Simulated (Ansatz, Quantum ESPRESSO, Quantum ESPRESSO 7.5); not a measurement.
# Ta2NOS MXene, 1 layer in an electric field

Aim: how Ta2NOS MXene, 1 layer screens a field along its normal, and what the field does to its bands.

Program: Quantum ESPRESSO 7.5. Level of theory: plane-wave DFT, PBE, PseudoDojo norm-conserving pseudopotentials (geometry and cross-check by Ansatz 0.2.0 with PAW datasets; geometry under PBE). Results are calculated unless marked as measured.

## (1) Starting point

The cell holds 5 atoms: 1 S, 2 Ta, 1 N and 1 O. Cell: a = 3.155 Å, b = 3.155 Å, c = 22.533 Å, α = 90.0°, β = 90.0°, γ = 120.0°. It derives from Ta2NOS. Vacuum lies along c.

This run has no spin polarisation although its electron count is odd. A spin-polarised state was not tried and may lie lower.

## (2) Geometry from Ansatz

The geometry comes first, from a plane-wave PAW code, so that the later runs on this slab share one structure.

Input file input.yaml:

```yaml
crystal:
  lattice:
    - [3.15458, 0.0, 0.0]
    - [-1.57729, 2.7319464183, 0.0]
    - [0.0, 0.0, 22.5329259387]
  atoms:
    - { symbol: S, position: [0.3333333333, 0.6666666667, 0.377225755] }
    - { symbol: Ta, position: [0.6666666667, 0.3333333333, 0.4583234488] }
    - { symbol: "N", position: [0.0, 0.0, 0.5135632001] }
    - { symbol: Ta, position: [0.3333333333, 0.6666666667, 0.5688029513] }
    - { symbol: O, position: [0.6666666667, 0.3333333333, 0.622774245] }
kpoints:
  mp_grid: { grid: [12, 12, 1] }
hamiltonian:
  xc: pbe
scf:
  occupations: { method: fermi_dirac, width: 0.05 }
  convergence: { dr2_threshold: 1.0e-08 }
efield:
  axis: 3
  dipole_correction: true
  ramp_position: 0.97
  ramp_width: 0.04
relax:
  f_tol: 0.01
  cell: { fix: [c, alpha, beta] }
output:
  write_potential: true
  write_density: true
  volumetric_format: npy
```

The run is started by

```sh
ansatz run input.yaml --threads 4 --pin off --max-ram 16384MiB --backend cpu --events-out ev --progress --plain --runs-dir out
```

Numbers of over 12 decimals in the logs are rounded to 6 here.

The log of the run:

```text
Warning: relax.cell: scf.convergence.dr2_threshold = 1e-8 eV is looser than the 5e-10 eV advised for a relaxation that steers and ends on the stress (1e-10 eV for each atom of the cell: 5). What an SCF threshold leaves in a stress goes as its square root, and in the free energy as the threshold itself, and one threshold admits the most on a small cell: [figures from the program's tests cut] Set scf.convergence.dr2_threshold to 5e-10 eV or tighter. The threshold is an SCF's pass mark: one that does not reach it within its budget of iterations ends unconverged, or closes short of it on a stop that the run arms, and scf.convergence.dr2_threshold's page says what that costs each kind of run
Engine: ansatz 0.2.0, aarch64-unknown-linux-gnu
Pseudopotentials: kind: paw
Pseudopotential: S, paw, valence charge 6, recommended cutoff 420 eV (normal), S.paw.azcp
Pseudopotential: Ta, paw, valence charge 13, recommended cutoff 420 eV (normal), Ta.paw.azcp
Pseudopotential: N, paw, valence charge 5, recommended cutoff 420 eV (normal), N.paw.azcp
Pseudopotential: O, paw, valence charge 6, recommended cutoff 420 eV (normal), O.paw.azcp
Functional definition: PBE
  parameter kappa = 0.804
  parameter beta = 0.066725
  exchange = pbe_x(kappa = kappa, mu = beta*pi^2/3)
  correlation = pbe_c(beta = beta)
Crystal: 5 atoms, lattice volume = 194.192 Å³
Basis set: ecut = 420 eV, 3759 PW (Γ), exchange–correlation on 48×48×320 points (8 copies of the dense FFT grid, shifted against one another)
Bands: 27, of which v1, the nominal top of the filled ones, is band 22 counted from 1 (21 counted from 0)
Symmetry: 6 space group operations
Space group: P3m1 (ITA 156), of the structure as read, at distance tolerance 5.8e-5 Å
k-points: 19 of 144 (time reversal used)
Non-local potential: S, projectors of the file, l = 0: 2, l = 1: 2, l = 2: 2
Non-local potential: Ta, projectors of the file, l = 0: 3, l = 1: 2, l = 2: 2, l = 3: 1
Non-local potential: N, projectors of the file, l = 0: 2, l = 1: 2, l = 2: 1
Non-local potential: O, projectors of the file, l = 0: 2, l = 1: 2, l = 2: 1
PAW form: soft (Blöchl's): semilocal exchange-correlation on the pseudo side does not see the compensation charge
PAW one-centre angular grid: S, 110 points (default); XC on 64 Gauss nodes
PAW one-centre angular grid: Ta, 590 points (default); XC on 64 Gauss nodes
PAW one-centre angular grid: N, 110 points (default); XC on 64 Gauss nodes
PAW one-centre angular grid: O, 110 points (default); XC on 64 Gauss nodes
Initial density: superposition of atomic densities (neutral atoms: chi_scale 0, normalization atom), corrected by the library's trained network
Initial wavefunctions: pseudopotential atomic-orbital guess
Functional: x = pbe(κ = 0.804, μ = 0.219515), c = pbe(β = 0.066725)
SCF iter   1: F=—  HF=-21721.981449 eV  |F-HF|=—  |Δ(HF+E_count)|=         —  Δρ=3.44e-3  dr2=4.48e-2  ethr=1.77e-3  p=-0.044 e·Å  D=-4.08e-2 V/Å  ΔV_dip=0.92 eV  dr2_dipole=6.24e-3  V_vac-E_F(+/−)=6.11/5.19 eV  ⟨swp⟩=8.9  Hψ=3043  notcnv=0
efield: sawtooth ramp at fractional position 0.9700 (set: `efield.ramp_position`, or a place that a band, a saddle search or an elastic batch's reference lends), width 0.0400; the density the first Hamiltonian is built on has a dipole p = -0.044 e·Å; the dipole correction subtracts the counter field D = -4.08e-2 V/Å, which shifts the + side's vacuum level by +0.92 eV against the − side's; the planar-averaged density in the ramp window peaks in size at 1.5e-5 e/Å³
preconditioner: auto → LDOS  [metal: Δε(μ)=0.055 eV  Ē_g=9.180 eV  σ=0.050 eV  W_gap=0.26  n_scr=14 (ndim 8)  ℏωp=13.8 eV  f_vac=0.623  D(μ)=1.60/eV (n_scr^D=8)  β→1.0]
SCF iter   2: F=—  HF=-21721.980922 eV  |F-HF|=—  |Δ(HF+E_count)|=   5.27e-4  Δρ=1.40e-3  dr2=1.75e-2  ethr=1.04e-4  p=-0.033 e·Å  D=-3.10e-2 V/Å  ΔV_dip=0.70 eV  dr2_dipole=1.17e-3  V_vac-E_F(+/−)=5.74/5.04 eV  ⟨swp⟩=2.8  Hψ=984  notcnv=0  defer=4
SCF iter   3: F=—  HF=-21721.979513 eV  |F-HF|=—  |Δ(HF+E_count)|=   1.41e-3  Δρ=4.33e-4  dr2=1.40e-3  ethr=4.08e-5  p=-0.034 e·Å  D=-3.18e-2 V/Å  ΔV_dip=0.72 eV  dr2_dipole=2.98e-5  V_vac-E_F(+/−)=5.85/5.13 eV  ⟨swp⟩=2.0  Hψ=677  notcnv=0  defer=4
SCF iter   4: F=—  HF=-21721.979397 eV  |F-HF|=—  |Δ(HF+E_count)|=   1.15e-4  Δρ=1.17e-4  dr2=3.79e-5  ethr=3.27e-6  p=-0.035 e·Å  D=-3.30e-2 V/Å  ΔV_dip=0.74 eV  dr2_dipole=1.68e-6  V_vac-E_F(+/−)=5.84/5.10 eV  ⟨swp⟩=2.4  Hψ=715  notcnv=0  defer=4
SCF iter   5: F=—  HF=-21721.979414 eV  |F-HF|=—  |Δ(HF+E_count)|=   1.70e-5  Δρ=3.06e-5  dr2=8.06e-7  ethr=8.81e-8  p=-0.035 e·Å  D=-3.27e-2 V/Å  ΔV_dip=0.74 eV  dr2_dipole=1.63e-8  V_vac-E_F(+/−)=5.84/5.10 eV  ⟨swp⟩=3.2  Hψ=1052  notcnv=0  defer=4
SCF iter   6: F=—  HF=-21721.979320 eV  |F-HF|=—  |Δ(HF+E_count)|=   9.42e-5  Δρ=7.17e-6  dr2=7.73e-8  ethr=1.87e-9  p=-0.035 e·Å  D=-3.27e-2 V/Å  ΔV_dip=0.74 eV  dr2_dipole=8.48e-10  V_vac-E_F(+/−)=5.84/5.10 eV  ⟨swp⟩=2.8  Hψ=1015  notcnv=0  defer=4
SCF iter   7: F=-21721.979320 eV  HF=-21721.979320 eV  |F-HF|=3.50e-8  |Δ(HF+E_count)|=   1.76e-7  Δρ=2.00e-6  dr2=5.38e-9  ethr=2.33e-11  p=-0.035 e·Å  D=-3.27e-2 V/Å  ΔV_dip=0.74 eV  dr2_dipole=2.76e-11  V_vac-E_F(+/−)=5.84/5.10 eV  ⟨swp⟩=12.0  Hψ=4310  notcnv=0
SCF 1 converged in 7 iterations: F = -21721.979320 eV  dr2 = 5.38e-9
  greatest PAW one-centre occupation: 0.999 electrons in one spin orbital (limit 2), on the Ta atom at site 1 (counted from 0), in its partial waves of l = 0
relax step   1: F+E_penalty+E_count = -21721.97932028 eV  Δ(F+E_penalty+E_count) = +0.000e0 eV  max|allowed force component| = 2.360e0 eV/Å  Δτ_max = 0.0000 Å  P = -3.607 GPa  Ω = 194.192 Å³  fix = [c, alpha, beta]  reactions: c -8.641 GPa  (7 SCF iters, accepted)
Crystal: 5 atoms, lattice volume = 195.860 Å³
Basis set: ecut = 420 eV, 3795 PW (Γ), exchange–correlation on 48×48×320 points (8 copies of the dense FFT grid, shifted against one another)
Initial density: handed on by an earlier stage of this run
Initial wavefunctions: those handed on with the density
iter 1 solved again at ethr=8.23e-4 eV; its pass at ethr=3.10e-3 eV (dr2=3.54e-1 eV) is discarded
SCF iter   1: F=—  HF=-21722.549226 eV  |F-HF|=—  |Δ(HF+E_count)|=         —  Δρ=1.08e-2  dr2=3.67e-1  ethr=8.23e-4  p=-0.035 e·Å  D=-3.27e-2 V/Å  ΔV_dip=0.74 eV  dr2_dipole=3.75e-3  V_vac-E_F(+/−)=5.87/5.14 eV  ⟨swp⟩=1.1  Hψ=3768  notcnv=0
[...]
relax step   6: F+E_penalty+E_count = -21722.54741858 eV  Δ(F+E_penalty+E_count) = -1.920e-4 eV  max|allowed force component| = 2.856e-2 eV/Å  Δτ_max = 0.0046 Å  P = -0.054 GPa  Ω = 201.449 Å³  energy of the carried Pulay correction = -5.604e-3 eV  fix = [c, alpha, beta]  reactions: c -0.071 GPa  (6 SCF iters, accepted)
[...]
relax step   7: F+E_penalty+E_count = -21722.54751316 eV  Δ(F+E_penalty+E_count) = -9.458e-5 eV  max|allowed force component| = 2.645e-3 eV/Å  Δτ_max = 0.0012 Å  P = -0.006 GPa  Ω = 201.379 Å³  energy of the carried Pulay correction = -5.551e-3 eV  fix = [c, alpha, beta]  reactions: c -0.026 GPa  (5 SCF iters, accepted)
[...]
relax step   8: F+E_penalty+E_count = -21722.55442811 eV  Δ(F+E_penalty+E_count) = -6.915e-3 eV  max|allowed force component| = 2.370e-3 eV/Å  Δτ_max = 0.0000 Å  P = +0.047 GPa  Ω = 201.379 Å³  fix = [c, alpha, beta]  reactions: c +0.002 GPa  stress off target by 6.95e-2 GPa on what of the cell is left free  SCF on the basis re-selected at this cell (its energy is not comparable with the rows above)  (5 SCF iters)
[...]
relax step   9: F+E_penalty+E_count = -21722.55431917 eV  Δ(F+E_penalty+E_count) = +1.089e-4 eV  max|allowed force component| = 4.247e-3 eV/Å  Δτ_max = 0.0011 Å  P = -0.002 GPa  Ω = 201.579 Å³  energy of the carried Pulay correction = -1.507e-4 eV  fix = [c, alpha, beta]  reactions: c -0.003 GPa  (5 SCF iters, accepted)
iter 1 solved again at ethr=4.70e-7 eV; its pass at ethr=3.10e-3 eV (dr2=2.02e-4 eV) is discarded
SCF iter   1: F=—  HF=-21722.554353 eV  |F-HF|=—  |Δ(HF+E_count)|=         —  Δρ=2.40e-5  dr2=4.05e-8  ethr=4.70e-7  p=0.003 e·Å  D=2.66e-3 V/Å  ΔV_dip=-0.06 eV  dr2_dipole=2.00e-10  V_vac-E_F(+/−)=4.99/5.05 eV  ⟨swp⟩=4.1  Hψ=4573  notcnv=0
efield: sawtooth ramp at fractional position 0.9700 (set: `efield.ramp_position`, or a place that a band, a saddle search or an elastic batch's reference lends), width 0.0400; the density the first Hamiltonian is built on has a dipole p = 0.003 e·Å; the dipole correction subtracts the counter field D = 2.66e-3 V/Å, which shifts the + side's vacuum level by -0.06 eV against the − side's; the planar-averaged density in the ramp window peaks in size at 3.5e-6 e/Å³
eigensolver tolerance schedule: the retry pair's looser diagonalisation over-reported the residual by 4991.18 of it (diagonalisation noise at 3.11 of the residual, at the tolerance the schedule requests for it); recorded, not acted on — ethr = c·dr2/N_el stays at c = 1.0e-1
preconditioner: auto → LDOS  [metal: Δε(μ)=0.110 eV  Ē_g=9.563 eV  σ=0.050 eV  W_gap=0.48  n_scr=14 (ndim 8)  ℏωp=13.6 eV  f_vac=0.646  D(μ)=1.29/eV (n_scr^D=6)  β→1.0]
SCF iter   2: F=—  HF=-21722.554488 eV  |F-HF|=—  |Δ(HF+E_count)|=   1.35e-4  Δρ=4.59e-6  dr2=3.95e-8  ethr=9.42e-11  p=0.003 e·Å  D=2.66e-3 V/Å  ΔV_dip=-0.06 eV  dr2_dipole=6.86e-10  V_vac-E_F(+/−)=4.99/5.05 eV  ⟨swp⟩=4.7  Hψ=1704  notcnv=0
SCF iter   3: F=-21722.554488 eV  HF=-21722.554484 eV  |F-HF|=3.98e-6  |Δ(HF+E_count)|=   3.98e-6  Δρ=1.64e-6  dr2=9.80e-10  ethr=2.33e-11  p=0.003 e·Å  D=2.66e-3 V/Å  ΔV_dip=-0.06 eV  dr2_dipole=3.81e-12  V_vac-E_F(+/−)=4.99/5.05 eV  ⟨swp⟩=12.5  Hψ=4657  notcnv=0
SCF 10 converged in 3 iterations: F = -21722.554488 eV  dr2 = 9.80e-10
relax step  10: F+E_penalty+E_count = -21722.55448766 eV  Δ(F+E_penalty+E_count) = -1.685e-4 eV  max|allowed force component| = 4.266e-3 eV/Å  Δτ_max = 0.0000 Å  P = -0.002 GPa  Ω = 201.579 Å³  fix = [c, alpha, beta]  reactions: c -0.003 GPa  stress off target by 1.20e-3 GPa on what of the cell is left free  SCF on the basis re-selected at this cell (its energy is not comparable with the rows above)  (3 SCF iters)
basis re-selected at this cell: Δ(F+E_penalty+E_count) = -1.685e-4 eV, ΔP = +0.001 GPa vs the last step (what re-selecting the basis moved, of the pressure what is left beyond the Pulay correction that the steps carried, after the strain that the cell walked since its last selection, with what the two solves' SCF thresholds leave and, on support functions, any second-order correction that the steps lacked; it is no m [...]
WARN: The output density's exchange-correlation potential varies sharply where the density is thin. Do not read a vacuum level from v_tot or v_xc, or from such a field of the output density. On a cell that repeats whose density bears no net charge and no dipole along the vacuum's axis use v_es (v_loc + v_h of the components); under efield.dipole_correction with no amplitude use v_es + v_field, which holds any externa [...]
SCF converged after 3 iterations
Free energy (F): -21722.554488 eV
Harris-Foulkes:  -21722.554484 eV  (|F-HF|=3.98e-6)
Internal energy: -21722.543984 eV  (E = F + TS)
E sigma→0 (E₀):  -21722.549236 eV
Entropy (-TS):   -0.010504 eV (-2.101 meV/atom)
Fermi energy:    1.636342 eV
Dipole field:    D = 0.002655 V/Å  (p = 0.002958 e·Å, saw-weighted, corrected)
Work function:   Φ+ = 4.9921 eV   Φ− = 5.0519 eV
Levels:          The Fermi level and band energies are counted from a zero that moves with the ramp; work functions are not
--- Per-component energies (eV) ---
  E_band       = -840.140724
  E_kinetic    = 1147.247959
  E_local      = -40405.723076  (includes V_loc(G=0)·N_el)
  E_nonlocal   = 150.420886
  E_hartree    = 19610.994615
  E_xc         = -669.403598
  E_vxc        = -668.119937  (∫ρ·V_xc dr)
  E_paw        = -17678.906987  (= ΣΔE_a)
  E_vpaw       = -285.908841  (= ΣTr[D̂ρ^β])
  E_aug_tail   = 0.002880  (compensation charges beyond the density's cutoff)
  E_efield     = 0.000004  (sawtooth field / dipole correction)
  E_vefield    = -0.050005  (∫n·V_field dr)
  E_ewald      = 16122.823335
  E_smearing   = -0.010504  (= −TS)
  E_closure    = -0.000000  (closes the sum)
  Σ components = -21722.554488   (vs F -21722.554488, Δ=0.00e0)
--- Forces (eV/Å), atoms counted from 1 ---
  atom   1  S      0.00000000     0.00000000    -0.00013412
  atom   2  Ta     0.00000000    -0.00000000     0.00233816
  atom   3  N      0.00000000    -0.00000000     0.00026662
  atom   4  Ta     0.00000000    -0.00000000    -0.00426846
  atom   5  O      0.00000000    -0.00000000     0.00178333
  max |Σ_I F_I| component: 1.45e-5 eV/Å
--- Stress (GPa, compression-positive) ---
       -0.001200       0.000000       0.000000
        0.000000      -0.001200      -0.000000
        0.000000      -0.000000      -0.003429
  P = ⅓ Tr σ = -0.0019 GPa (-0.019 kbar)
--- Band table (eV; the first three rows and the last of 19) ---
  k-point 0: bands = [... 18 lower, -0.0843, -0.0843, 0.4211, 0.4211, 1.0078, 2.5262, 2.9980, 2.9980, ... 1 higher]
  k-point 1: bands = [... 18 lower, -0.6178, -0.3900, 0.4314, 0.8403, 1.2494, 2.6177, 3.0835, 3.1474, ... 1 higher]
  k-point 2: bands = [... 18 lower, -1.0912, -0.6479, 0.0078, 1.3764, 1.7132, 2.7785, 3.4365, 3.5419, ... 1 higher]
  k-point 18: bands = [... 18 lower, -2.7712, -2.2561, 1.1505, 1.8793, 2.1296, 3.7993, 4.1808, 4.4565, ... 1 higher]
--- Relaxed structure (8 steps of the walk, 7 accepted, 2 SCFs on fresh bases) ---
  F+E_penalty+E_count = -21722.55448766 eV   max|allowed force component| = 4.266e-3 eV/Å   (the final SCF, on the basis selected at the relaxed cell)
  cell:  # Å, volume = 201.5789 Å³
    - [3.214019, 0, 0]
    - [-1.607010, 2.783422, 0]
    - [0, 0, 22.5329259387]
  atoms:
    - { symbol: S, position: [0.333333, 0.666667, 0.388643] }
    - { symbol: Ta, position: [0.666667, 0.333333, 0.460523] }
    - { symbol: N, position: [0, 0, 0.515611] }
    - { symbol: Ta, position: [0.333333, 0.666667, 0.564827] }
    - { symbol: O, position: [0.666667, 0.333333, 0.611085] }
```

Elapsed: 21 s, on 4 threads of Arm Neoverse V2, shared host; peak memory 0.53 GiB.

The steps of the relaxation:

```tsv
step	energy less that of the first step (eV)	largest force component (eV/Å)	pressure (GPa)	volume (Å³)
1	0.0000	2.3598	-3.61	194.19
2	-0.4908	0.7131	0.09	195.86
3	-0.4789	1.4052	0.53	205.42
4	-0.5662	0.2015	-0.04	200.74
5	-0.5679	0.0627	0.04	201.44
6	-0.5681	0.0286	-0.05	201.45
7	-0.5682	0.0026	-0.01	201.38
8*	-0.5751	0.0024	0.05	201.38
9	-0.5750	0.0042	0.00	201.58
10*	-0.5752	0.0043	0.00	201.58
```

Relaxation steps marked * repeat the geometry before them on a plane-wave basis chosen anew for their cell, so energy and pressure can jump there. Relaxation step 3 was tried and not accepted.

Forces are held to the 6 operations that the run works with; a distortion that breaks them can't arise in this run.

```tsv
cell as run	before	after	change
a (Å)	3.155	3.214	+1.9 %
b (Å)	3.155	3.214	+1.9 %
```

The atoms that moved most (Å, along periodic axes as changes of fractional coordinates times the final cell, across vacuum about the mean position):

```tsv
atom	dx	dy	dz	length
O5	0.000	0.000	-0.263	0.263
S1	0.000	0.000	0.257	0.257
Ta4	0.000	0.000	-0.090	0.090
Ta2	0.000	0.000	0.050	0.050
N3	0.000	0.000	0.046	0.046
```

Final coordinates:

```cif
data_structure
_symmetry_space_group_name_H-M 'P 1'
_symmetry_Int_Tables_number 1
_cell_length_a 3.2140
_cell_length_b 3.2140
_cell_length_c 22.5329
_cell_angle_alpha 90.000
_cell_angle_beta 90.000
_cell_angle_gamma 120.000
_cell_volume 201.58
loop_
_atom_site_label
_atom_site_type_symbol
_atom_site_fract_x
_atom_site_fract_y
_atom_site_fract_z
_atom_site_occupancy
S1 S 0.33333 0.66667 0.38864 1
Ta2 Ta 0.66667 0.33333 0.46052 1
N3 N 0.00000 0.00000 0.51561 1
Ta4 Ta 0.33333 0.66667 0.56483 1
O5 O 0.66667 0.33333 0.61109 1
```

This step gave:

```
free energy                     : -21722.5545 eV
energy at zero smearing         : -21722.5492 eV
smearing term TS                : 0.01050 eV
Fermi energy                    : 1.636 eV
symmetry operations             : 6
work function of the upper face : 4.992 eV
work function of the lower face : 5.052 eV
dipole along the normal         : 0.002958 e·Å
```

[end of part 1 of 5]

[Logs are printed without paths, hosts, clocks, repeated set-up lines and the standing remarks that a program may print on its own settings, such as how far it seeks lower states.]

[Hosts, paths, dates, database ids (printed as entryN), source tags and the programs' standing remarks are cut or masked in the printed files.]

[Maps of the electrostatic potential energy from Ansatz leave out the sawtooth potential of an applied field or a dipole correction, so their vacuum need not be flat; planar profiles and work functions include it.]
